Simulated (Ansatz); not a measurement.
**From LDA to G0W0: ZnPS3 (C2/m)**

The structure is monoclinic, space group C2/m (No. 12). Conventional cell: a = 5.848 Å, b = 10.137 Å, c = 6.591 Å, α = 90.00°, β = 107.04°, γ = 90.00°. Zn has 6 S at 2.50 to 2.51 Å nearest. Nearest to P lie 3 S at 2.03 Å and 1 P at 2.19 Å. S has 1 P at 2.03 Å and 2 Zn at 2.50 Å nearest. S has 1 P at 2.03 Å and 2 Zn at 2.51 Å nearest. Farther neighbours and most contacts between anions are not listed.

| Property | Result |
| --- | --- |
| method | DFT, LDA, plane waves, PAW (and 1 further level or step) |
| program | Ansatz 0.2.0 |
| settings of one run | cutoff 420 eV, 4×4×4 k-mesh, smearing width 0.02 eV, default PAW |
| cost | 3 runs, 27 s in all on 1 × NVIDIA H100 80GB HBM3 with 8 threads of AMD EPYC 7R13 (Zen 3), shared host (the runs of this entry) |
| notes | The program’s warnings: band table not solved further. The start is a structure from the Materials Project. From 163 bands and 45 eV to 814 bands and 150 eV the gap moves by 3.405 − 3.501 = −0.096 eV (rung by rung 3.501, 3.429, 3.405 eV); bands and screening cutoff rise together, so their parts are not told apart. A line in one over the bands through the two highest rungs gives 3.405 + (3.405 − 3.429) × 397 / (814 − 397) = 3.382 eV, and through the pair below 3.429 + (3.429 − 3.501) × 163 / (397 − 163) = 3.379 eV. The two agree within 0.03 eV and the same two states bound the gap in each rung, so 3.382 eV is taken as an estimate of the limit on this mesh. |
| LDA gap over mesh and path | 1.981 eV, from k = (0.333, 0.333, -0.500) to k = Γ |
| G0W0@LDA gap over 13 of 14 irreducible mesh points | 3.405 eV, from k = (-0.500, -0.500, 0.000) to k = Γ |
| estimated limit in bands and cutoff, on this mesh | 3.382 eV |
| GW settings | 4×4×2 mesh, 779 empty bands, screening to 150 eV |
| known limits | finite bands, screening cutoff and k mesh; no spin-orbit coupling in G0W0; d shells not analysed |

Over 13 of 14 irreducible mesh points the G0W0 gap is 3.405 eV, from k = (-0.500, -0.500, 0.000) to k = Γ. The LDA gap of this run on the mesh is 2.146 eV. The two states that bound the G0W0 gap lie that far apart at the start, so the correction of the gap is 3.405 − 2.146 = +1.259 eV. The valence state moves by 5.515 − 6.148 = −0.633 eV and the conduction state by 8.920 − 8.294 = +0.626 eV, on the run's own scale; with 163 bands the edge states move by −0.110 and +1.245 eV, so the split between the edges depends on the bands and cutoff.

[Runs of the session that timed out or met a known fault of the program may be left out.]

[Cells called generated may have been cut or substituted from an entry of the Crystallography Open Database or the Materials Project.]

[Hosts, paths, dates, database ids (printed as entryN), source tags and the programs' standing remarks are cut or masked in the printed files.]
